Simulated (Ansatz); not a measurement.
# Glassy 80GeO2-20CaO (mol %) (98 atoms): where an added charge goes: runs compared

Does an extra electron or hole in glassy 80GeO2-20CaO (mol %) (98 atoms) stay spread out, or do the atoms trap it?

Computed with Ansatz 0.2.0: Kohn-Sham DFT, revPBE, PAW (set soft_2), plane waves.

## Step 1: The cell as built

The cell holds 98 atoms: 28 Ge, 7 Ca and 63 O. Its edges and angles: a = 11.372 Å, b = 11.372 Å, c = 11.372 Å, α = 90.0°, β = 90.0°, γ = 90.0°. 98 atoms (28 Ge, 7 Ca, 63 O) placed at random at 3.67 g/cm³, melted at 4000 K for 10 ps at fixed volume with the Morse and Coulomb pair potential with partial charges (Pedone, Malavasi, Menziani, Cormack and Segre, J. Phys. Chem. B 110, 11780 (2006)). Quenched from 3000 K to 300 K at 50 K/ps and fixed volume, held 10 ps at zero pressure.

What the set-up can't give: The quench rate of 50 K/ps far exceeds what a furnace or splat quench reaches, so expect more defects and frozen-in strain than in a real sample. The network of bonds at the start is that of the classical potential that made the cell, and needn't be the one that DFT or experiment would give. The Brillouin zone is sampled at Γ only, in a cell whose shortest periodic width is 11 Å.

## Step 2: The reference run

The reference is a single point at the end of the relaxation.

The charged cells start from the geometry of this run, on a uniform background, with spin and a narrow Fermi–Dirac smearing.

Its input, with most atom lines left out:

```yaml
crystal:
  lattice:
    - [11.37166, 0.0, 0.0]
    - [0.0, 11.37166, 0.0]
    - [0.0, 0.0, 11.37166]
  atoms:
    - { symbol: Ge, position: [0.61808, 0.49828, 0.09878] }
    - { symbol: Ge, position: [0.36185, 0.93804, 0.57424] }
    - { symbol: Ge, position: [0.93802, 0.72719, 0.47338] }
    - { symbol: Ge, position: [0.31201, 0.40104, 0.81396] }
    - { symbol: Ge, position: [0.5603, 0.38773, 0.63171] }
    - { symbol: Ge, position: [0.50458, 0.99164, 0.0984] }
    - { symbol: Ge, position: [0.13309, 0.82255, 0.86503] }
    [... atom lines 8 to 98 left out ...]
kpoints:
  mp_grid: { grid: [1, 1, 1] }
hamiltonian:
  xc: revpbe
scf:
  occupations: { method: fixed }
output:
  forces: true
  stress: true
  populations: intrinsic
  dos:
    method: { smearing: { sigma: 0.08 } }
    de: 0.1
    projected: { site_lists: { Ca: [Ca], Ge: [Ge], O: [O] } }
  eigenvalues: true
  write_density: true
  write_potential: true
  volumetric_format: npy
```

```
free energy per atom   : -1724.0628 eV/atom
r.m.s. force component : 0.00907 eV/Å
pressure               : 0.6438 GPa
```

Filled and empty levels are parted by 1.78 eV (at Γ alone); a semilocal functional tends to put such gaps too low. In a disordered cell it changes from sample to sample, and tail or defect levels can set it.

## Step 3: The runs

Each row is one run, on 4 threads of Intel Xeon Platinum 8375C at 2.90GHz (Ice Lake), shared host. The free energy is the program's total, comparable only between runs with the same functional, potentials and atoms; between charge states it hangs on the program's zero of potential.

| run | atoms | outcome | ionic steps, all passes | free energy (eV) | time | host memory (GiB) |
| --- | --- | --- | --- | --- | --- | --- |
| Single point at the start | 98 | converged | - | -168945.043 | 12 s | 2.2 |
| Relaxation | 98 | converged | 14 | -168958.155 | 2.4 min | 2.2 |
| Single point at the relaxed geometry | 98 | converged | - | -168958.155 | 22 s | 2.3 |
| An extra electron, atoms held | 98 | converged | - | -168951.759 | 67 s | 3.9 |
| An extra electron, atoms relaxed | 98 | converged | 5 | -168951.789 | 2.4 min | 3.8 |
| An extra electron, levels at the relaxed geometry | 98 | converged | - | -168951.789 | 1.7 min | 3.9 |
| Neutral at the geometry of the electron | 98 | converged | - | -168958.122 | 25 s | 2.3 |
| An extra hole, atoms held | 98 | converged | - | -168962.480 | 2.3 min | 3.9 |
| An extra hole, atoms relaxed | 98 | converged | 7 | -168962.714 | 4.9 min | 3.8 |
| An extra hole, levels at the relaxed geometry | 98 | converged | - | -168962.714 | 1.7 min | 3.9 |
| Neutral at the geometry of the hole | 98 | converged | - | -168957.812 | 20 s | 2.3 |

In some runs the program notes that the exchange-correlation potential is rough where the density is thin.

A closer look about O63, which holds the most spin of the extra hole after relaxation: 8 atoms, nearest first, numbered in the order of the input, with positions taken from that point.

| atom | x | y | z | distance (Å) | intrinsic-atomic-orbital charge (e) | moment (μB) |
| --- | --- | --- | --- | --- | --- | --- |
| O63 | 0.00 | 0.00 | 0.00 | 0.00 | -0.83 | 0.24 |
| Ge25 | 1.56 | 0.55 | -0.56 | 1.74 | 1.51 | 0.00 |
| Ca33 | 0.58 | -0.68 | 2.21 | 2.38 | 1.77 | 0.00 |
| O81 | 2.51 | -0.03 | 0.89 | 2.66 | -0.89 | 0.00 |
| O75 | 1.66 | 2.31 | -0.85 | 2.97 | -0.80 | 0.01 |
| O91 | 1.61 | -2.42 | -0.69 | 2.99 | -0.93 | 0.11 |
| O97 | -0.43 | -1.52 | -2.68 | 3.11 | -0.78 | 0.00 |
| O80 | 2.33 | 0.06 | -2.13 | 3.16 | -0.82 | 0.00 |

## Step 4: Energies and spread of the extra charge

Energies are differences within one cell and functional; the shift is the gain plus the neutral cell's energy at the new geometry, that is how much cheaper the vertical process becomes there. The spread is the participation number of the site moments (1/Σw², over the spin inside atomic spheres), with the atom that holds the largest share and the spin that the spheres hold in all.

| carrier | charged less neutral, atoms held (eV) | gain on relaxing (eV) | neutral cell at that geometry, less the reference (eV) | shift of the vertical energy (eV) | spread, atoms held | spread, relaxed |
| --- | --- | --- | --- | --- | --- | --- |
| electron | 6.396 | 0.030 | 0.033 | 0.063 | 73; O49 3 % of 0.31 μB | 70; O49 3 % of 0.34 μB |
| hole | -4.325 | 0.233 | 0.343 | 0.576 | 9; O63 19 % of 0.82 μB | 5; O63 29 % of 0.83 μB |

## Step 5: Findings

The extra electron gains 0.030 eV as the atoms relax, and its spin stays on about 70 atoms: it stays spread out at this level. The cell with the electron ends on a moment of 0.76 μB, short of the 1 μB of one unpaired electron, so the spin density holds only part of the carrier. With the atoms held, the spheres hold only 0.31 of the 0.71 μB, so the spread is read from a small part of the spin. The extra hole gains 0.23 eV as the atoms relax, and its spin goes from about 9 to 5 atoms: a partial localisation as the atoms move, with the largest share on O63. The O63–O91 distance goes from 3.34 to 2.99 Å. The hole is shared among 2 partly filled levels, as near-degenerate levels under the smearing give, and as self-interaction favours. Adding the two vertical energies gives 2.07 eV, against a gap of 1.78 eV in the neutral cell. The zero of the potential cancels in this sum; the excess isn't taken apart here: charging of a small cell, filling of bands on a coarse mesh and the attraction to the background can all enter.

Caveats: Single energies of charged cells hang on the program's zero of potential. In the spin-polarised runs the search for a state of lower energy was switched off. No distortion was seeded, so a trapped state behind a barrier can't be found. Local and semilocal functionals favour spread-out charges, so trapping can be missed. Charged cells carry a uniform background, with no correction for images.

The DFT runs together took 18 min of wall time.

[Logs are printed without paths, hosts, clocks, repeated set-up lines and the standing remarks that a program may print on its own settings, such as how far it seeks lower states.]

[Hosts, paths, dates, database ids (printed as entryN), source tags and the programs' standing remarks are cut or masked in the printed files.]
